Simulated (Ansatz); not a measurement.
# G0W0 on several functionals: MgH2 (P4_2/mnm)

How much of the starting functional survives in the G0W0 gap of MgH2 (P4_2/mnm)?

Method: G0W0 on several functionals, plane waves, PAW, in Ansatz 0.2.0.

Most raw output is cut from this account.

In doubt: masses and optical values from hybrid runs of this build are listed as unsure (step 4), which bears on the screening that GW takes from such a start.

### Step 1. Set-up

The structure is tetragonal, space group P4_2/mnm (No. 136). The conventional cell has a = 4.517 Å, b = 4.517 Å, c = 3.021 Å, α = 90.00°, β = 90.00°, γ = 90.00°. Nearest to Mg lie 6 H at 1.95 Å. H has 3 Mg at 1.95 Å nearest. Farther neighbours are not listed.

Structure file:

```cif
data_structure
_symmetry_space_group_name_H-M 'P4_2/mnm'
_symmetry_Int_Tables_number 136
_cell_length_a 4.5168
_cell_length_b 4.5168
_cell_length_c 3.0205
_cell_angle_alpha 90.000
_cell_angle_beta 90.000
_cell_angle_gamma 90.000
_cell_volume 61.62
loop_
_atom_site_label
_atom_site_type_symbol
_atom_site_symmetry_multiplicity
_atom_site_Wyckoff_symbol
_atom_site_fract_x
_atom_site_fract_y
_atom_site_fract_z
_atom_site_occupancy
Mg1 Mg 2 a 0.00000 0.00000 0.00000 1
H1 H 4 f 0.30600 0.30600 0.00000 1
```

The cell and positions come from the Crystallography Open Database and are kept as given unless a step says otherwise. The default PAW set here is soft_2. Its files were made with PBE.

### Step 2. G0W0 on LDA

Now the one-shot GW correction: screening in the RPA, then the self-energy of the levels asked for.

This step: G0W0 on LDA, plane waves, PAW.

input.yaml reads:

```yaml
crystal:
  lattice:
    - [4.5168, 0.0, 0.0]
    - [0.0, 4.5168, 0.0]
    - [0.0, 0.0, 3.0205]
  atoms:
    - { symbol: Mg, position: [0.0, 0.0, 0.0] }
    - { symbol: Mg, position: [0.5, 0.5, 0.5] }
    - { symbol: H, position: [0.306, 0.306, 0.0] }
    - { symbol: H, position: [0.194, 0.806, 0.5] }
    - { symbol: H, position: [0.694, 0.694, 0.0] }
    - { symbol: H, position: [0.806, 0.194, 0.5] }
kpoints:
  mp_grid: { grid: [4, 4, 6] }
hamiltonian:
  xc: lda
scf:
  occupations: { method: fixed }
gw:
  n_empty_bands: 183
  ecut_chi: 120
  qp_bands: [v2, c2]
  qp_kpoints: band_edges
  screening: { model: contour_deformation }
```

Launch:

```console
$ ansatz run input.yaml --threads 3 --pin off --max-ram 92160MiB --backend cuda --events-out ev --progress --plain --runs-dir out --devices 1 --max-vram 13GiB  # rebuilt from the run's record
```

The job ended after 16 s (1 × NVIDIA H100 80GB HBM3 (shared by 6 runs) with 3 threads of AMD EPYC 7R13 (Zen 3), shared host; peak memory 1.2 GiB; 23 s of CPU time).

This step gave:

| Quantity | Value |
| --- | --- |
| bands summed | 195 |
| RPA ε∞ on this mesh (eigenvalues) | 4.012, 4.012, 4.027 |
| plane waves in the screening matrix | 181 |
| q-points in the mesh | 96 |
| G0W0 gap on the mesh | 5.692 eV |
| k of the valence top | 0, 0.25, 0 |
| k of the conduction bottom | -0.5, -0.5, -0.5 |
| starting gap on the mesh | 3.538 eV |
| Z at the valence top | 0.7623 |
| Z at the conduction bottom | 0.8052 |
| least direct G0W0 gap on the computed points | 6.492 eV |

The gap on the mesh goes from 3.54 eV to 5.69 eV, a correction of +2.15 eV. Between the two edge states, bare exchange in place of the xc potential would open the gap by 8.03 eV, and correlation takes back 5.88 eV.

### Step 3. G0W0 on PBE

The same correction from a different start measures what one shot leaves open.

This step: G0W0 on PBE, plane waves, PAW.

Changes to input.yaml since step 2:

```diff
@@ -15,3 +15,3 @@
 hamiltonian:
-  xc: lda
+  xc: pbe
 scf:
```

The job ended after 22 s (1 × NVIDIA H100 80GB HBM3 (shared by 6 runs) with 3 threads; peak memory 1.2 GiB; 38 s of CPU time).

This step gave:

| Quantity | Value |
| --- | --- |
| bands summed | 195 |
| RPA ε∞ on this mesh (eigenvalues) | 3.655, 3.655, 3.667 |
| plane waves in the screening matrix | 181 |
| q-points in the mesh | 96 |
| G0W0 gap on the mesh | 5.895 eV |
| k of the valence top | 0, 0.25, 0 |
| k of the conduction bottom | -0.5, -0.5, -0.5 |
| starting gap on the mesh | 3.908 eV |
| Z at the valence top | 0.7669 |
| Z at the conduction bottom | 0.8117 |
| least direct G0W0 gap on the computed points | 6.687 eV |

Against the run with 4×4×6 mesh, 183 empty bands, screening to 120 eV on LDA, the gap moves by +0.20 eV, while the start moved by +0.37 eV.

### Step 4. G0W0 on HSE06

This step: G0W0 on HSE06, plane waves, PAW.

Changes to input.yaml since step 3:

```diff
@@ -15,3 +15,3 @@
 hamiltonian:
-  xc: pbe
+  xc: hse06
 scf:
```

Wall time 47 s (1 × NVIDIA H100 80GB HBM3 (shared by 6 runs) with 3 threads); peak memory 1.6 GiB; 53 s of CPU time.

Numbers from this step:

```yaml
bands_summed: 195
rpa_eps_infinity_on_this_mesh_eigenvalues: 3.108, 3.108, 3.115
plane_waves_in_the_screening_matrix: 181
g0w0_gap_on_the_mesh: 6.542 eV
k_of_the_valence_top: 0, 0.25, 0
k_of_the_conduction_bottom: -0.5, -0.5, -0.5
starting_gap_on_the_mesh: 5.026 eV
least_direct_g0w0_gap_on_the_computed_points: 7.341 eV
```

Against the run with 4×4×6 mesh, 183 empty bands, screening to 120 eV on PBE, the gap moves by +0.65 eV, while the start moved by +1.12 eV.

### Step 5. The starts together

All on the 4×4×6 mesh with 183 empty bands and screening to 120 eV. Times are wall times on 1 × NVIDIA H100 80GB HBM3 (shared by 6 runs) with 3 threads of AMD EPYC 7R13 (Zen 3), shared host, good to a factor of about two.

| start | starting gap (eV) | shift (eV) | G0W0 gap (eV) | RPA ε∞ (harmonic mean) | Z (valence, conduction) | time |
| --- | --- | --- | --- | --- | --- | --- |
| LDA | 3.54 | +2.15 | 5.69 | 4.02 | 0.76, 0.81 | 16 s |
| PBE | 3.91 | +1.99 | 5.90 | 3.66 | 0.77, 0.81 | 22 s |
| HSE06 | 5.03 | +1.52 | 6.54 | 3.11 | 0.80, 0.84 | 47 s |

The parts of the quasiparticle energy at the two band edges (eV; QP = start + Σx + Σc − Vxc):

```
  run               edge  start      Σx     Σc     Vxc     Z     QP
  LDA        valence top   1.67  -14.94   2.14  -11.49  0.76   0.35
  LDA  conduction bottom   5.21   -5.47  -3.74  -10.05  0.81   6.05
  PBE        valence top   1.74  -15.27   2.20  -11.70  0.77   0.37
  PBE  conduction bottom   5.65   -5.28  -3.63   -9.52  0.81   6.26
HSE06        valence top   0.99  -15.35   1.90  -12.44  0.80  -0.01
HSE06  conduction bottom   6.02   -5.07  -3.44   -9.02  0.84   6.53
```

For a hybrid start, Vxc holds its share of exact exchange.

### Step 6. What came out

| Property | Result |
| --- | --- |
| G0W0@LDA | 5.69 eV (start 3.54 eV) |
| G0W0@PBE | 5.90 eV (start 3.91 eV) |
| G0W0@HSE06 | 6.54 eV (start 5.03 eV) |
| known limits | not at the basis limit |

The starting gaps span 1.49 eV and the G0W0 gaps 0.85 eV. Between LDA and HSE06, 0.85 eV of the 1.49 eV survives, 57 %. HSE06 screens less than LDA (ε∞ 3.11 against 4.02). Of the 0.85 eV by which its G0W0 gap is higher, the correlation part gives +0.54 eV, and exchange with the one-particle terms, which follow the orbitals, +0.31 eV. The smallest correction, +1.52 eV, is on HSE06, the start nearest to reproducing itself. Bands and cutoff are finite, so the gap is not at the basis limit. The miss can reach some tenths of an eV and take either sign; the mesh is an error of its own.

[Paths, hosts, dates, memory and timing lines, banners, echoed tables and standing remarks are left out of the program output.]

[Logs are printed without paths, hosts, clocks, repeated set-up lines and the standing remarks that a program may print on its own settings, such as how far it seeks lower states.]

[Runs of the session that timed out or met a known fault of the program may be left out.]

[Cells called generated may have been cut or substituted from an entry of the Crystallography Open Database or the Materials Project.]

[Hosts, paths, dates, database ids (printed as entryN), source tags and the programs' standing remarks are cut or masked in the printed files.]
